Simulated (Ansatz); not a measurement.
# Li (Im-3m, 1 atom in the cell): phonons and vibrational spectra

Wanted: phonon frequencies of Li (Im-3m, 1 atom in the cell) and what follows from them.

Calculated with Ansatz 0.2.0; DFT PBEsol, scalar-relativistic, plane waves, PAW; PAW set soft_1.

This is a report of a sequence of runs, with most program output left out.

### 1. Starting point

It takes space group Im-3m (No. 229, cubic). Conventional cell: a = 3.509 Å, b = 3.509 Å, c = 3.509 Å, α = 90.00°, β = 90.00°, γ = 90.00°. Nearest to Li lie 8 Li at 3.04 Å.

### 2. Bringing the structure to rest

Harmonic phonons are second derivatives at a point where the forces vanish, and they are wanted at zero stress, so atoms and cell are relaxed first.

input.yaml

```yaml
crystal:
  lattice:
    - [-1.75465, 1.75465, 1.75465]
    - [1.75465, -1.75465, 1.75465]
    - [1.75465, 1.75465, -1.75465]
  atoms:
    - { symbol: Li, position: [0.0, 0.0, 0.0] }
kpoints:
  mp_grid: { grid: [16, 16, 16] }
hamiltonian:
  xc: pbesol
  pseudopotentials: { kind: paw, azcp: { folder: soft_1 }, xc_functional: pbe }
scf:
  occupations: { method: gaussian, width: 0.1 }
output:
  forces: true
  stress: true
  eigenvalues: true
  write_density: true
  write_potential: true
  elf: true
  volumetric_format: npy
relax:
  adjacent_minimum: "off"
  f_tol: 0.005
  max_steps: 80
  cell: { stress_tol: 0.05 }
```

Command:

```bash
$ ansatz run input.yaml --threads 4 --pin off --max-ram 10240MiB --backend cpu --events-out ev --progress --plain --runs-dir out
```

Wall time 1.2 s (4 threads of Intel Xeon Platinum 8488C (Sapphire Rapids), shared host); peak memory 0.35 GiB; 3.7 s of CPU time.

The steps of the relaxation:

```
step  energy less that of the first step (eV)  largest force component (eV/Å)  pressure (GPa)  volume (Å³)
   1                                   0.0000                          0.0000           -0.80        21.61
   2                                  -0.0023                          0.0000           -0.48        21.03
   3                                  -0.0035                          0.0000            0.04        20.19
  4*                                  -0.0035                          0.0000            0.04        20.19
```

Relaxation steps marked * repeat the geometry before them on a plane-wave basis chosen anew for their cell, so energy and pressure can jump there.

```
conventional cell, symmetrised  before  after  change
                         a (Å)   3.509  3.431  -2.2 %
                         b (Å)   3.509  3.431  -2.2 %
                         c (Å)   3.509  3.431  -2.2 %
              volume (Å³/atom)   21.61  20.19  -6.6 %
```

Final coordinates:

```xyz
1
Lattice="-1.7154 1.7154 1.7154 1.7154 -1.7154 1.7154 1.7154 1.7154 -1.7154" Properties=species:S:1:pos:R:3 pbc="T T T"
Li    0.0000    0.0000    0.0000
```

Numbers from this step:

| Property | Result |
| --- | --- |
| pressure | 0.04258 GPa |
| volume per atom | 20.19 Å³ |
| gap on the k-mesh | 0 eV |

Electrostatic potential energy in the ac plane of the conventional cell at fractional y = 0.000, with atoms of Li within 0.2 Å of it. With pseudopotentials it is smooth inside the atoms' cores, unlike the true potential.

Values in eV, 14 rows by 14 columns, each cell a mean:
```
-32 -29 -16  -4   0   2   3   3   3   2  -1  -8 -22 -31
-25 -20  -9  -2   1   3   3   4   3   2   0  -4 -14 -22
 -9  -6  -2   0   2   3   3   4   3   3   1  -1  -4  -8
 -1  -1   1   2   3   3   4   4   3   3   2   1   0  -1
  2   2   2   3   3   3   4   4   4   3   3   3   2   2
  3   3   3   3   3   4   4   4   4   4   3   3   3   3
  3   3   4   4   4   4   4   4   4   4   4   4   4   3
  3   3   3   3   4   4   4   4   4   4   4   3   3   3
  2   2   3   3   3   3   4   4   4   3   3   3   3   2
  0   0   1   2   3   3   4   4   3   3   3   2   1   0
 -5  -4  -1   1   2   3   3   4   3   3   2   0  -2  -4
-19 -14  -6  -1   1   3   3   4   3   2   1  -2  -9 -16
-31 -27 -14  -4   0   2   3   3   3   2  -1  -6 -20 -29
-32 -31 -19  -5   0   2   3   3   3   2  -1  -9 -25 -32
```
Columns run along a (3.4 Å; values clipped at the 3rd and 97th percentile), rows up along c (3.4 Å), edges of the conventional cell, whose origin can differ from the input's. Atoms in or near the plane, at fractional coordinates: Li at (0.00, 0.00).

Valence density in the ac plane of the conventional cell at fractional y = 0.000, with atoms of Li within 0.2 Å of it. It is the smooth field of the valence electrons, not physical close to the nuclei.

Ten steps, logarithmic in the rise over the least value, from '_' (0.1 e/Å³) to '@' (8.6 e/Å³), each cell a mean:
```
@@%%==________________..**%%
**++..__________________--**
..________________________..
____________________________
____________________________
____________________________
____________________________
____________________________
____________________________
____________________________
____________________________
==--____________________..==
%%##--__________________++%%
@@%%==________________..**@@
```
Columns run along a (3.4 Å), rows up along c (3.4 Å), edges of the conventional cell, whose origin can differ from the input's. Atoms in or near the plane, at fractional coordinates: Li at (0.00, 0.00).

ELF in the ac plane of the conventional cell at fractional y = 0.000, with atoms of Li within 0.2 Å of it. It is the smooth field of the valence electrons, not physical close to the nuclei.

Values, 14 rows by 14 columns, each cell a mean:
```
0.93 0.72 0.23 0.05 0.16 0.45 0.61 0.64 0.57 0.34 0.09 0.05 0.42 0.84
0.55 0.34 0.07 0.07 0.23 0.50 0.62 0.64 0.60 0.41 0.15 0.04 0.14 0.42
0.07 0.06 0.06 0.17 0.37 0.57 0.64 0.65 0.63 0.52 0.29 0.10 0.04 0.05
0.08 0.11 0.19 0.35 0.52 0.62 0.65 0.65 0.64 0.59 0.47 0.29 0.15 0.09
0.31 0.35 0.44 0.54 0.61 0.64 0.65 0.65 0.65 0.63 0.59 0.52 0.41 0.34
0.57 0.58 0.61 0.63 0.64 0.65 0.65 0.64 0.65 0.65 0.64 0.63 0.60 0.57
0.64 0.64 0.65 0.65 0.65 0.65 0.64 0.64 0.64 0.65 0.65 0.65 0.64 0.64
0.60 0.61 0.63 0.64 0.65 0.65 0.65 0.64 0.65 0.65 0.65 0.64 0.62 0.61
0.43 0.46 0.53 0.59 0.63 0.64 0.65 0.65 0.65 0.64 0.62 0.57 0.50 0.45
0.13 0.17 0.28 0.44 0.57 0.63 0.65 0.65 0.64 0.61 0.52 0.37 0.23 0.16
0.05 0.05 0.08 0.22 0.44 0.59 0.64 0.65 0.63 0.54 0.35 0.17 0.07 0.05
0.31 0.16 0.04 0.08 0.28 0.53 0.63 0.65 0.61 0.44 0.19 0.06 0.07 0.23
0.86 0.62 0.16 0.05 0.17 0.46 0.61 0.64 0.58 0.35 0.11 0.06 0.34 0.72
0.96 0.86 0.31 0.05 0.13 0.43 0.60 0.64 0.57 0.31 0.08 0.07 0.55 0.93
```
Columns run along a (3.4 Å), rows up along c (3.4 Å), edges of the conventional cell, whose origin can differ from the input's. Atoms in or near the plane, at fractional coordinates: Li at (0.00, 0.00).

In this step the volume went from 21.61 to 20.19 Å³/atom.

### 3. Tight relaxation

Phonons need a cell at rest on their own settings, so the relaxation is repeated with tight tolerances on forces and stress, using the mesh and the filling of the phonon run that follows.

input.yaml, the sections that differ from step 2:

```yaml
crystal:
  lattice:
    - [-1.7154481713, 1.7154481713, 1.7154481713]
    - [1.7154481713, -1.7154481713, 1.7154481713]
    - [1.7154481713, 1.7154481713, -1.7154481713]
  atoms:
    - { symbol: Li, position: [0.0, 0.0, 0.0] }
scf:
  occupations: { method: methfessel_paxton, width: 0.2 }
relax:
  adjacent_minimum: "off"
  f_tol: 0.001
  max_steps: 60
  cell: { stress_tol: 0.01 }
# kpoints, hamiltonian, output: as in step 2
```

Run time: 1.1 s. Hardware: 4 threads; peak memory 0.35 GiB; 3.5 s of CPU time.

Little changed from the start: no atom moved by 0.005 Å and no cell edge by 0.1 %.

This step gave:

```
pressure        : -1.96e-4 GPa
volume per atom : 20.25 Å³
```

ELF in the ac plane of the conventional cell at fractional y = 0.000, with atoms of Li within 0.2 Å of it. It is the smooth field of the valence electrons, not physical close to the nuclei.

Values, 14 rows by 14 columns, each cell a mean:
```
0.93 0.72 0.23 0.05 0.16 0.45 0.61 0.64 0.57 0.34 0.10 0.05 0.42 0.84
0.55 0.34 0.07 0.07 0.23 0.50 0.62 0.64 0.60 0.41 0.15 0.04 0.14 0.42
0.07 0.06 0.06 0.17 0.37 0.57 0.64 0.65 0.63 0.52 0.29 0.10 0.04 0.05
0.08 0.11 0.19 0.35 0.52 0.62 0.65 0.65 0.64 0.59 0.47 0.29 0.15 0.10
0.31 0.35 0.44 0.54 0.61 0.64 0.65 0.65 0.65 0.63 0.59 0.52 0.41 0.34
0.57 0.58 0.61 0.63 0.64 0.65 0.65 0.64 0.65 0.65 0.64 0.63 0.60 0.57
0.64 0.64 0.65 0.65 0.65 0.65 0.64 0.64 0.64 0.65 0.65 0.65 0.64 0.64
0.60 0.61 0.63 0.64 0.65 0.65 0.65 0.64 0.65 0.65 0.65 0.64 0.62 0.61
0.43 0.46 0.53 0.59 0.63 0.64 0.65 0.65 0.65 0.64 0.62 0.57 0.50 0.45
0.14 0.18 0.28 0.44 0.57 0.63 0.65 0.65 0.64 0.61 0.52 0.37 0.23 0.16
0.05 0.05 0.08 0.22 0.44 0.59 0.64 0.65 0.63 0.54 0.35 0.17 0.07 0.05
0.31 0.16 0.04 0.08 0.28 0.53 0.63 0.65 0.61 0.44 0.19 0.06 0.07 0.23
0.85 0.62 0.16 0.05 0.18 0.46 0.61 0.64 0.58 0.35 0.11 0.06 0.34 0.72
0.96 0.85 0.31 0.05 0.14 0.43 0.60 0.64 0.57 0.31 0.08 0.07 0.55 0.93
```
Columns run along a (3.4 Å), rows up along c (3.4 Å), edges of the conventional cell, whose origin can differ from the input's. Atoms in or near the plane, at fractional coordinates: Li at (0.00, 0.00).

Electrostatic potential energy in the ac plane of the conventional cell at fractional y = 0.000, with atoms of Li within 0.2 Å of it. With pseudopotentials it is smooth inside the atoms' cores, unlike the true potential.

Values in eV, 14 rows by 14 columns, each cell a mean:
```
-32 -29 -16  -4   0   2   3   3   3   2  -1  -8 -22 -31
-25 -20  -9  -2   1   3   3   4   3   2   0  -4 -14 -22
 -9  -6  -2   0   2   3   3   4   3   3   1  -1  -4  -8
 -1  -1   1   2   3   3   4   4   3   3   2   1   0  -1
  2   2   2   3   3   3   4   4   4   3   3   3   2   2
  3   3   3   3   3   4   4   4   4   4   3   3   3   3
  3   3   4   4   4   4   4   4   4   4   4   4   4   3
  3   3   3   3   4   4   4   4   4   4   4   3   3   3
  2   2   3   3   3   3   4   4   4   3   3   3   3   2
  0   0   1   2   3   3   4   4   3   3   3   2   1   0
 -5  -4  -1   1   2   3   3   4   3   3   2   0  -2  -4
-19 -14  -6  -1   1   3   3   4   3   2   1  -2  -9 -16
-31 -27 -14  -4   0   2   3   3   3   2  -1  -6 -20 -29
-32 -31 -19  -5   0   2   3   3   3   2  -1  -9 -25 -32
```
Columns run along a (3.4 Å; values clipped at the 3rd and 97th percentile), rows up along c (3.4 Å), edges of the conventional cell, whose origin can differ from the input's. Atoms in or near the plane, at fractional coordinates: Li at (0.00, 0.00).

Valence density in the ac plane of the conventional cell at fractional y = 0.000, with atoms of Li within 0.2 Å of it. It is the smooth field of the valence electrons, not physical close to the nuclei.

Values in e/Å³, 14 rows by 14 columns, each cell a mean:
```
6.3 3.4 0.5 0.1 0.1 0.1 0.1 0.1 0.1 0.1 0.1 0.1 1.3 4.5
1.9 1.0 0.2 0.1 0.1 0.1 0.1 0.1 0.1 0.1 0.1 0.1 0.4 1.3
0.1 0.1 0.1 0.1 0.1 0.1 0.1 0.1 0.1 0.1 0.1 0.1 0.1 0.1
0.1 0.1 0.1 0.1 0.1 0.1 0.1 0.1 0.1 0.1 0.1 0.1 0.1 0.1
0.1 0.1 0.1 0.1 0.1 0.1 0.1 0.1 0.1 0.1 0.1 0.1 0.1 0.1
0.1 0.1 0.1 0.1 0.1 0.1 0.1 0.1 0.1 0.1 0.1 0.1 0.1 0.1
0.1 0.1 0.1 0.1 0.1 0.1 0.1 0.1 0.1 0.1 0.1 0.1 0.1 0.1
0.1 0.1 0.1 0.1 0.1 0.1 0.1 0.1 0.1 0.1 0.1 0.1 0.1 0.1
0.1 0.1 0.1 0.1 0.1 0.1 0.1 0.1 0.1 0.1 0.1 0.1 0.1 0.1
0.1 0.1 0.1 0.1 0.1 0.1 0.1 0.1 0.1 0.1 0.1 0.1 0.1 0.1
0.1 0.1 0.1 0.1 0.1 0.1 0.1 0.1 0.1 0.1 0.1 0.1 0.1 0.1
0.8 0.4 0.1 0.1 0.1 0.1 0.1 0.1 0.1 0.1 0.1 0.1 0.2 0.5
4.7 2.5 0.4 0.1 0.1 0.1 0.1 0.1 0.1 0.1 0.1 0.1 1.0 3.4
8.6 4.7 0.8 0.1 0.1 0.1 0.1 0.1 0.1 0.1 0.1 0.1 1.9 6.3
```
Columns run along a (3.4 Å), rows up along c (3.4 Å), edges of the conventional cell, whose origin can differ from the input's. Atoms in or near the plane, at fractional coordinates: Li at (0.00, 0.00).

The forces vanish by symmetry and the pressure is 0.000 GPa, within the tolerances set. The cell now holds 20.25 Å³/atom.

### 4. The dispersion

Stability and thermal properties need the whole zone. Linear response on a 4×4×4 q mesh gives force constants as far as a supercell of that size would.

input.yaml, the sections that differ from step 3:

```yaml
crystal:
  lattice:
    - [-1.7171025375, 1.7171025375, 1.7171025375]
    - [1.7171025375, -1.7171025375, 1.7171025375]
    - [1.7171025375, 1.7171025375, -1.7171025375]
  atoms:
    - { symbol: Li, position: [0.0, 0.0, 0.0] }
output:
  eigenvalues: true
phonons:
  method: dfpt
  qmesh: [4, 4, 4]
  temperatures: { t_max: 1000, t_step: 50 }
  qpath:
    path:
      - [[0.0, 0.0, 0.0], [0.5, -0.5, 0.5], [0.0, 0.0, 0.5], [0.0, 0.0, 0.0], [0.25, 0.25, 0.25], [0.5, -0.5, 0.5]]
      - [[0.25, 0.25, 0.25], [0.0, 0.0, 0.5]]
    npoints: 10
# kpoints, hamiltonian, scf: as in step 3
# relax: removed
```

Wall time 21 s (4 threads); peak memory 1.2 GiB.

Numbers from this step:

```yaml
sum_rule_residual_before_enforcement: 7.72e-6 eV/Å²
lowest_frequency_on_the_path: -15.44 cm⁻¹
highest_frequency_on_the_path_or_at_a_solved_wavevector: 332.3 cm⁻¹
lowest_mode_on_the_q_mesh_acoustic_modes_at_gamma_apart: 31.99 cm⁻¹
```

Frequencies (cm⁻¹) solved at each irreducible wavevector; negative means imaginary. Frequencies by wavevector, by row:

```
q in reciprocal lattice units  star  mode 1  mode 2  mode 3
                        0 0 0     1       0       0       0
                     0 0 0.25    12      32   133.6   226.5
                     0 0 -0.5     6    44.8   185.7   322.4
                  0 0.25 0.25    24     127   250.4   301.6
               0.25 0.25 0.25     2   264.9   264.9   264.9
              0.25 0.25 -0.25     6   215.8   225.5   225.5
               0.25 -0.5 -0.5    12   217.8     283   315.8
               -0.5 -0.5 -0.5     1   332.3   332.3   332.3
```

Interpolated from a 4×4×4 q mesh. The phonon branches at the labelled points (cm⁻¹):

```
    point  branch 1  branch 2  branch 3
        Γ         0         0         0
  halfway       216       226       226
        H       332       332       332
  halfway       218       283       316
        N        45       186       322
  halfway        32       134       226
        Γ         0         0         0
  halfway       144       144       257
        P       265       265       265
  halfway       166       306       306
        H       332       332       332
jump to P       265       265       265
  halfway       164       236       318
        N        45       186       322
```

Tetrahedra on a 28×28×28 mesh, mean over bins of 5 cm-1. Interpolated from a 4×4×4 q mesh. The phonon density of states by wavenumber; read off at these points:

```
wavenumber (cm⁻¹)  phonon density of states (1/cm⁻¹/cell)
              -18                                       0
               -8                                  8.0e-5
                2                                  2.0e-4
               12                                  3.7e-4
               22                                  8.2e-4
               28                                 0.00102
               38                                 0.00142
               48                                 0.00235
               58                                 0.00381
               68                                 0.00449
               78                                  0.0052
               88                                 0.00598
               98                                  0.0069
              108                                 0.00805
              112                                 0.00856
              122                                 0.00989
              132                                  0.0112
              142                                 0.00928
              152                                 0.00847
              162                                 0.00829
              172                                 0.00843
              182                                 0.00925
              192                                  0.0105
              202                                  0.0104
              208                                  0.0104
              218                                  0.0104
              228                                  0.0105
              238                                  0.0108
              248                                  0.0111
              258                                  0.0114
              268                                  0.0115
              278                                  0.0119
              288                                  0.0133
              292                                  0.0144
              302                                  0.0213
              312                                  0.0345
              322                                 0.00949
              332                                  3.5e-4
```

Second derivatives of the energy by pair, one row for each kind of neighbour of each atom listed. Each entry sums the pair over the periodic images of the supercell that the q mesh stands for, and in a polar crystal it holds the long-range dipole part too. Force constants by pair, by row:

```
atom  neighbour  distance (Å)  third of the trace (eV/Å²)  along the pair's line (eV/Å²)
 Li1     itself             0                       1.346                              –
 Li1         Li         2.974                     -0.1693                        -0.5003
 Li1         Li         3.434                     -0.0323                        -0.0519
 Li1         Li         4.857                      0.0232                         0.0578
 Li1         Li         5.695                     -0.0023                        -0.0136
 Li1         Li         5.948                     -0.0182                        -0.0567
 Li1         Li         6.868                     -0.0084                        -0.0069
```

Symmetry leaves 8 wavevectors to solve. The lowest mode among them, the acoustic zeros apart, lies at q = (0, 0, 0.25) and is real, 32.0 cm⁻¹. Between them the interpolated path dips to 15i cm⁻¹.

### 5. Another isotope

An isotope changes the mass and not the force constants, so no new electronic calculation is needed; the shifts show which modes move this element.

The same force constants with the mass of Li changed from 6.940 to 6.015 u (phonopy, no LO-TO term). Both lists are sorted by frequency. Modes under 3 cm⁻¹ are left out. Isotope shifts, by row:

```
          q  rank  natural mass (cm⁻¹)  changed mass (cm⁻¹)
   0 0 0.25     1                31.99                34.36
   0 0 0.25     2                133.6                143.5
   0 0 0.25     3                226.5                243.3
   0 0 -0.5     1                44.83                48.16
   0 0 -0.5     2                185.7                199.5
   0 0 -0.5     3                322.4                346.3
0 0.25 0.25     1                  127                136.4
0 0.25 0.25     2                250.4                  269
0 0.25 0.25     3                301.6                323.9
```

With one element every mode shifts by +7.41 %.

### 6. Results

* space group after relaxation (within 0.01 Å): Im-3m
* volume per atom: 20.3 Å³
* electronic character: no gap on this mesh
* lowest mode on the q mesh (acoustic modes at Γ apart): 32.0 cm⁻¹
* highest frequency on the path or at a solved wavevector: 332 cm⁻¹
* imaginary modes on the 4×4×4 q mesh: none

What this shows: No mode is imaginary at the 8 irreducible wavevectors solved, but between them the interpolated path dips to 15.4i cm⁻¹, so stability is not settled. The interpolated path dips to 15i cm⁻¹ between the solved wavevectors, which may come from the interpolation; a denser q mesh would tell. With no gap, or one that is small against the smearing, the frequencies hang on the k mesh and the smearing, most of all near Kohn anomalies. The PAW files were made for PBE and serve the other functionals too. These are harmonic frequencies at zero temperature: anharmonic shifts, linewidths and thermal expansion are left out.

[Logs are printed without paths, hosts, clocks, repeated set-up lines and the standing remarks that a program may print on its own settings, such as how far it seeks lower states.]

[Hosts, paths, dates, database ids (printed as entryN), source tags and the programs' standing remarks are cut or masked in the printed files.]
